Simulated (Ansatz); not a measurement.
# Work function of Ta(100): what the settings cost and change, part 2 of 2

Aim: the numerical settings behind the work function of Ta(100), with the cost of each.

Ansatz 0.2.0; plane-wave DFT, PBE, Ansatz PAW.

So far. Step 6 (Slab): The work function is 4.292 eV, +0.292 eV from the run “cutoff 420 eV”, at 0.089 times its CPU time. Step 7 (Run): The work function is 4.006 eV, +0.007 eV from the run “cutoff 420 eV”, at 0.18 times its CPU time.

## 8. Run

input.yaml reads:

```yaml
crystal:
  lattice:
    - [3.31, 0.0, 0.0]
    - [0.0, 3.31, 0.0]
    - [0.0, 0.0, 27.93]
  atoms:
    - { symbol: Ta, position: [0.0, 0.0, 0.3222341568] }
    - { symbol: Ta, position: [0.5, 0.5, 0.3814894379] }
    - { symbol: Ta, position: [0.0, 0.0, 0.4407447189] }
    - { symbol: Ta, position: [0.5, 0.5, 0.5] }
    - { symbol: Ta, position: [0.0, 0.0, 0.5592552811] }
    - { symbol: Ta, position: [0.5, 0.5, 0.6185105621] }
    - { symbol: Ta, position: [0.0, 0.0, 0.6777658432] }
kpoints:
  mp_grid: { grid: [8, 8, 1] }
hamiltonian:
  xc: pbe
scf:
  occupations: { method: fermi_dirac, width: 0.1 }
  convergence: { dr2_threshold: 1.0e-09 }
efield:
  axis: 3
  dipole_correction: true
  ramp_position: 0.97
  ramp_width: 0.06
output:
  write_potential: true
  write_density: true
  volumetric_format: npy
```

Started as:

```
> ansatz run input.yaml --threads 2 --pin off --max-ram 3072MiB --backend cpu --events-out ev --progress --plain --runs-dir out
```

Numbers of over 12 decimals in the logs are rounded to 6 here.

Output:

```text
[...]
Crystal: 7 atoms, lattice volume = 306.004 Å³
Basis set: ecut = 420 eV, 6045 PW (Γ)
Bands: 55, of which v1, the nominal top of the filled ones, is band 46 counted from 1 (45 counted from 0)
Symmetry: 8 space group operations
k-points: 15 of 64
[...]
k-point 0: bands = [... 42 lower, 6.0462, 6.0462, 6.1164, 6.1164, 6.2589, 6.2589, 6.3435, 6.6999, ... 5 higher]
  k-point 1: bands = [... 42 lower, 5.5891, 5.6321, 5.9349, 6.0198, 6.0288, 6.3385, 6.3442, 6.5995, ... 5 higher]
  k-point 2: bands = [... 42 lower, 5.2190, 5.3370, 5.4309, 5.5377, 5.9009, 6.2501, 6.4295, 6.8220, ... 5 higher]
  k-point 14: bands = [... 42 lower, 4.3502, 5.1331, 5.1331, 6.2194, 6.2194, 7.7035, 7.7035, 7.8550, ... 5 higher]
[key lines of the parts left out:]
SCF converged after 10 iterations
Free energy (F): -69522.137828 eV
Fermi energy:    5.582799 eV
Dipole field:    D = -0.000000 V/Å  (p = -0.000000 e·Å, saw-weighted, corrected)
Work function:   Φ+ = 3.9997 eV   Φ− = 3.9997 eV
```

The job ended after 21 s (2 threads of Intel Xeon 6975P-C (Granite Rapids), shared host; peak memory 0.69 GiB; 36 s of CPU time).

The work function is 4.000 eV, +0.000 eV from the run “cutoff 420 eV”, at 0.51 times its CPU time.

## 9. Run

Changes to input.yaml since step 8:

```diff
@@ -14,3 +14,3 @@
 kpoints:
-  mp_grid: { grid: [8, 8, 1] }
+  mp_grid: { grid: [18, 18, 1] }
 hamiltonian:
```

Output:

```text
[...]
Crystal: 7 atoms, lattice volume = 306.004 Å³
Basis set: ecut = 420 eV, 6045 PW (Γ)
Bands: 55, of which v1, the nominal top of the filled ones, is band 46 counted from 1 (45 counted from 0)
Symmetry: 8 space group operations
k-points: 55 of 324
[...]
k-point 0: bands = [... 42 lower, 6.0469, 6.0469, 6.1169, 6.1169, 6.2592, 6.2592, 6.3448, 6.7009, ... 5 higher]
  k-point 1: bands = [... 42 lower, 5.9309, 6.0296, 6.1185, 6.1318, 6.1647, 6.2226, 6.3281, 6.6124, ... 5 higher]
  k-point 2: bands = [... 42 lower, 5.6800, 5.7009, 6.0241, 6.0474, 6.0599, 6.3007, 6.3041, 6.6002, ... 5 higher]
  k-point 54: bands = [... 42 lower, 4.3501, 5.1356, 5.1356, 6.2214, 6.2214, 7.7032, 7.7032, 7.8553, ... 5 higher]
[key lines of the parts left out:]
SCF converged after 10 iterations
Free energy (F): -69522.151969 eV
Fermi energy:    5.582400 eV
Dipole field:    D = 0.000000 V/Å  (p = 0.000000 e·Å, saw-weighted, corrected)
Work function:   Φ+ = 3.9987 eV   Φ− = 3.9987 eV
```

Wall time 73 s (2 threads); peak memory 1.2 GiB; 2.3 min of CPU time.

The work function is 3.999 eV, -0.001 eV from the run “cutoff 420 eV”, at 2.0 times its CPU time.

## 10. Run

Changes to input.yaml since step 9:

```diff
@@ -14,3 +14,3 @@
 kpoints:
-  mp_grid: { grid: [18, 18, 1] }
+  mp_grid: { grid: [12, 12, 1] }
 hamiltonian:
@@ -18,3 +18,3 @@
 scf:
-  occupations: { method: fermi_dirac, width: 0.1 }
+  occupations: { method: gaussian, width: 0.05 }
   convergence: { dr2_threshold: 1.0e-09 }
```

Output:

```text
[...]
Crystal: 7 atoms, lattice volume = 306.004 Å³
Basis set: ecut = 420 eV, 6045 PW (Γ)
Bands: 55, of which v1, the nominal top of the filled ones, is band 46 counted from 1 (45 counted from 0)
Symmetry: 8 space group operations
k-points: 28 of 144
[...]
k-point 0: bands = [... 42 lower, 6.0130, 6.0130, 6.0822, 6.0822, 6.2265, 6.2265, 6.3121, 6.6642, ... 5 higher]
  k-point 1: bands = [... 42 lower, 5.7917, 5.8262, 6.0636, 6.0701, 6.1660, 6.1969, 6.2074, 6.5560, ... 5 higher]
  k-point 2: bands = [... 42 lower, 5.3720, 5.5035, 5.6597, 5.8471, 5.9231, 6.4425, 6.4486, 6.5077, ... 5 higher]
  k-point 27: bands = [... 42 lower, 4.3169, 5.1061, 5.1061, 6.1912, 6.1912, 7.6728, 7.6728, 7.8253, ... 5 higher]
[key lines of the parts left out:]
SCF converged after 11 iterations
Free energy (F): -69522.044057 eV
Fermi energy:    5.531674 eV
Dipole field:    D = -0.000000 V/Å  (p = -0.000000 e·Å, saw-weighted, corrected)
Work function:   Φ+ = 4.0774 eV   Φ− = 4.0774 eV
```

Wall time 37 s (2 threads); peak memory 0.83 GiB; 69 s of CPU time.

The work function is 4.077 eV, +0.078 eV from the run “cutoff 420 eV”, at 0.97 times its CPU time.

## 11. Slab

Changes to input.yaml since step 10:

```diff
@@ -18,3 +18,3 @@
 scf:
-  occupations: { method: gaussian, width: 0.05 }
+  occupations: { method: methfessel_paxton, width: 0.2 }
   convergence: { dr2_threshold: 1.0e-09 }
```

Output:

```text
[...]
Crystal: 7 atoms, lattice volume = 306.004 Å³
Basis set: ecut = 420 eV, 6045 PW (Γ)
Bands: 55, of which v1, the nominal top of the filled ones, is band 46 counted from 1 (45 counted from 0)
Symmetry: 8 space group operations
k-points: 28 of 144
[...]
k-point 0: bands = [... 42 lower, 6.0220, 6.0220, 6.0907, 6.0907, 6.2405, 6.2405, 6.3242, 6.6734, ... 5 higher]
  k-point 1: bands = [... 42 lower, 5.8027, 5.8373, 6.0736, 6.0839, 6.1759, 6.2035, 6.2142, 6.5666, ... 5 higher]
  k-point 2: bands = [... 42 lower, 5.3849, 5.5099, 5.6684, 5.8564, 5.9359, 6.4469, 6.4529, 6.5180, ... 5 higher]
  k-point 27: bands = [... 42 lower, 4.3279, 5.1161, 5.1161, 6.2039, 6.2039, 7.6767, 7.6767, 7.8303, ... 5 higher]
[key lines of the parts left out:]
SCF converged after 11 iterations
Free energy (F): -69522.035952 eV
Fermi energy:    5.553013 eV
Dipole field:    D = 0.000000 V/Å  (p = 0.000000 e·Å, saw-weighted, corrected)
Work function:   Φ+ = 4.0480 eV   Φ− = 4.0480 eV
```

Elapsed: 42 s, on 2 threads; peak memory 0.82 GiB.

The work function is 4.048 eV, +0.049 eV from the run “cutoff 420 eV”, at 1.1 times its CPU time.

## 12. Slab

Changes to input.yaml since step 11:

```diff
@@ -18,3 +18,3 @@
 scf:
-  occupations: { method: methfessel_paxton, width: 0.2 }
+  occupations: { method: fermi_dirac, width: 0.3 }
   convergence: { dr2_threshold: 1.0e-09 }
```

Output:

```text
band count auto-derived: 62 (N_el = 91.0; filled up to band 46; 55 by the electrons, moments and atoms)
[...]
Crystal: 7 atoms, lattice volume = 306.004 Å³
Basis set: ecut = 420 eV, 6045 PW (Γ)
Bands: 62, of which v1, the nominal top of the filled ones, is band 46 counted from 1 (45 counted from 0)
Symmetry: 8 space group operations
k-points: 28 of 144
[...]
k-point 0: bands = [... 42 lower, 6.0559, 6.0559, 6.1239, 6.1239, 6.2351, 6.2351, 6.3224, 6.7237, ... 12 higher]
  k-point 1: bands = [... 42 lower, 5.8092, 5.8436, 6.0594, 6.1040, 6.2056, 6.2790, 6.2848, 6.6026, ... 12 higher]
  k-point 2: bands = [... 42 lower, 5.3728, 5.5665, 5.7087, 5.8983, 5.9249, 6.5307, 6.5396, 6.5733, ... 12 higher]
  k-point 27: bands = [... 42 lower, 4.3449, 5.1258, 5.1258, 6.1943, 6.1943, 7.7670, 7.7670, 7.9068, ... 12 higher]
[key lines of the parts left out:]
SCF converged after 10 iterations
Free energy (F): -69523.258003 eV
Fermi energy:    5.603625 eV
Dipole field:    D = -0.000000 V/Å  (p = -0.000000 e·Å, saw-weighted, corrected)
Work function:   Φ+ = 3.9736 eV   Φ− = 3.9736 eV
```

The job ended after 45 s (2 threads; peak memory 0.88 GiB).

The work function is 3.974 eV, -0.026 eV from the run “cutoff 420 eV”, at 1.2 times its CPU time.

## 13. Slab

Changes to input.yaml since step 12:

```diff
@@ -18,3 +18,3 @@
 scf:
-  occupations: { method: fermi_dirac, width: 0.3 }
+  occupations: { method: cold, width: 0.1 }
   convergence: { dr2_threshold: 1.0e-09 }
```

Output:

```text
[...]
Crystal: 7 atoms, lattice volume = 306.004 Å³
Basis set: ecut = 420 eV, 6045 PW (Γ)
Bands: 55, of which v1, the nominal top of the filled ones, is band 46 counted from 1 (45 counted from 0)
Symmetry: 8 space group operations
k-points: 28 of 144
[...]
k-point 0: bands = [... 42 lower, 6.0158, 6.0158, 6.0848, 6.0848, 6.2321, 6.2321, 6.3172, 6.6678, ... 5 higher]
  k-point 1: bands = [... 42 lower, 5.7957, 5.8305, 6.0670, 6.0757, 6.1699, 6.1987, 6.2092, 6.5599, ... 5 higher]
  k-point 2: bands = [... 42 lower, 5.3769, 5.5052, 5.6629, 5.8501, 5.9281, 6.4434, 6.4495, 6.5112, ... 5 higher]
  k-point 27: bands = [... 42 lower, 4.3209, 5.1095, 5.1095, 6.1956, 6.1956, 7.6728, 7.6728, 7.8258, ... 5 higher]
[key lines of the parts left out:]
SCF converged after 12 iterations
Free energy (F): -69522.037449 eV
Fermi energy:    5.534041 eV
Dipole field:    D = 0.000000 V/Å  (p = 0.000000 e·Å, saw-weighted, corrected)
Work function:   Φ+ = 4.0732 eV   Φ− = 4.0732 eV
```

Wall time 36 s (2 threads); peak memory 0.83 GiB.

The work function is 4.073 eV, +0.074 eV from the run “cutoff 420 eV”, at 0.97 times its CPU time.

## 14. Comparing the runs

Times are for 2 threads of Intel Xeon 6975P-C (Granite Rapids), shared host. The series side by side:

| no. | setting | work function, upper face (eV) | time | memory (GiB) |
| --- | --- | --- | --- | --- |
| 1 | cutoff 200 eV | 4.045 | 16 s | 0.45 |
| 2 | cutoff 300 eV | 3.999 | 25 s | 0.62 |
| 3 | cutoff 420 eV | 3.999 | 40 s | 0.83 |
| 4 | cutoff 600 eV | 3.999 | 69 s | 1.2 |
| 5 | mesh 2x2 | 4.292 | 5.2 s | 0.55 |
| 6 | mesh 4x4 | 4.006 | 9.1 s | 0.55 |
| 7 | mesh 8x8 | 4.000 | 21 s | 0.69 |
| 8 | mesh 18x18 | 3.999 | 73 s | 1.2 |
| 9 | Gaussian smearing 0.05 eV | 4.077 | 37 s | 0.83 |
| 10 | methfessel_paxton smearing 0.2 eV | 4.048 | 42 s | 0.82 |
| 11 | fermi_dirac smearing 0.3 eV | 3.974 | 45 s | 0.88 |
| 12 | cold smearing 0.1 eV | 4.073 | 36 s | 0.83 |

## 15. Varying the input

An input spoilt on purpose, to show how the run answers: it repeats the earlier run “cutoff 200 eV” with efield.axis from 3 to 2, and scf.max_iter set to 100; its output block differs too.

Changes to input.yaml since step 13:

```diff
@@ -18,6 +18,7 @@
 scf:
-  occupations: { method: cold, width: 0.1 }
+  occupations: { method: fermi_dirac, width: 0.1 }
   convergence: { dr2_threshold: 1.0e-09 }
+  max_iter: 100
 efield:
-  axis: 3
+  axis: 2
   dipole_correction: true
@@ -25,2 +26,4 @@
   ramp_width: 0.06
+basis:
+  ecutwfc: "200 eV"
 output:
```

Output:

```text
Warning: basis.ecutwfc = 200 eV is below the records' recommended 420 eV, and the density's cutoff is lower with it unless basis.ecutrho_ratio is high enough to keep the records' density cutoff: compare with a run at a higher cutoff
Engine: ansatz 0.2.0, x86_64-unknown-linux-gnu
Pseudopotentials: kind: paw
Pseudopotential: Ta, paw, valence charge 13, recommended cutoff 420 eV (normal), Ta.paw.azcp
Functional definition: PBE
  parameter kappa = 0.804
  parameter beta = 0.066725
  exchange = pbe_x(kappa = kappa, mu = beta*pi^2/3)
  correlation = pbe_c(beta = beta)
Crystal: 7 atoms, lattice volume = 306.004 Å³
Basis set: ecut = 200 eV, 1989 PW (Γ)
Bands: 55, of which v1, the nominal top of the filled ones, is band 46 counted from 1 (45 counted from 0)
Symmetry: 4 space group operations
k-points: 49 of 144 (time reversal used)
Non-local potential: Ta, projectors of the file, l = 0: 3, l = 1: 2, l = 2: 2, l = 3: 1
PAW form: soft (Blöchl's): semilocal exchange-correlation on the pseudo side does not see the compensation charge
PAW one-centre angular grid: Ta, 590 points (default); XC on 64 Gauss nodes
Initial density: superposition of atomic densities (neutral atoms: chi_scale 0, normalization atom), corrected by the library's trained network
Initial wavefunctions: pseudopotential atomic-orbital guess
Functional: x = pbe(κ = 0.804, μ = 0.219515), c = pbe(β = 0.066725)
Error: efield: ion 0 (Ta) at fractional coordinate 0.0000 along the field axis lies inside the sawtooth ramp with 2 of the planes that the density is read on at each end, [0.8450, 0.1550] — the ramp must sit in vacuum (an ion there feels the fictitious reversed slope); set or move the ramp (efield.ramp_position / ramp_width) or move the geometry
```

It took 0.33 s on 2 threads; peak memory 0.33 GiB.

The input was rejected at the start.

The program's message: “Error: efield: ion 0 (Ta) at fractional coordinate 0.0000 along the field axis lies inside the sawtooth ramp with 2 of the planes that the density is read on at each end, [0.8450, 0.1550] — the ramp m …”

The fault put into the input: the field along an axis without vacuum.

## 16. Summary of results

| Property | Result |
| --- | --- |
| work function, cutoff 420 eV | 3.999 eV |
| work function, cutoff 600 eV | 3.999 eV |
| work function, mesh 2x2 | 4.292 eV |
| work function, fermi_dirac smearing 0.3 eV | 3.974 eV |

The run at the highest cutoff gives 4.00 eV, and the settings tried spread the value from 3.97 to 4.29 eV. Against 600 eV, a cutoff of 200 eV is off by +0.045 eV. Against 600 eV, a cutoff of 420 eV is off by +0.000 eV. Against the finest mesh, 18 points along a, the coarser ones are off by +0.29 (2), +0.01 (4) and +0.00 (8) eV. The smearing schemes and widths spread it over 0.10 eV. The ladder's slabs use the tabulated experimental lattice constant (two decimals; a low-temperature value for the alkali metals). This open face is not relaxed here, and relaxation moves such faces by up to a few tenths of an eV. In 1 run of the series (cutoff 200 eV) the program warns that electrons reach the sawtooth's ramp, which makes dipole and work function less sure.

Calculation against experiment:

```
                                               quantity  measured    cutoff 600 eV
work function (clean (100) face, a compiled value) (eV)       4.1  4.00 (-0.10 eV)
```

Measured values from arxiv:1902.07811 (2019).

How well it matches: The work function is off by -0.10 eV: good agreement. The grades are ours: good and fair within 3 and 7 % for the work function. No cell relaxation is part of this session.

[Logs are printed without paths, hosts, clocks, repeated set-up lines and the standing remarks that a program may print on its own settings, such as how far it seeks lower states.]

[Hosts, paths, dates, database ids (printed as entryN), source tags and the programs' standing remarks are cut or masked in the printed files.]

[Maps of the electrostatic potential energy from Ansatz leave out the sawtooth potential of an applied field or a dipole correction, so their vacuum need not be flat; planar profiles and work functions include it.]
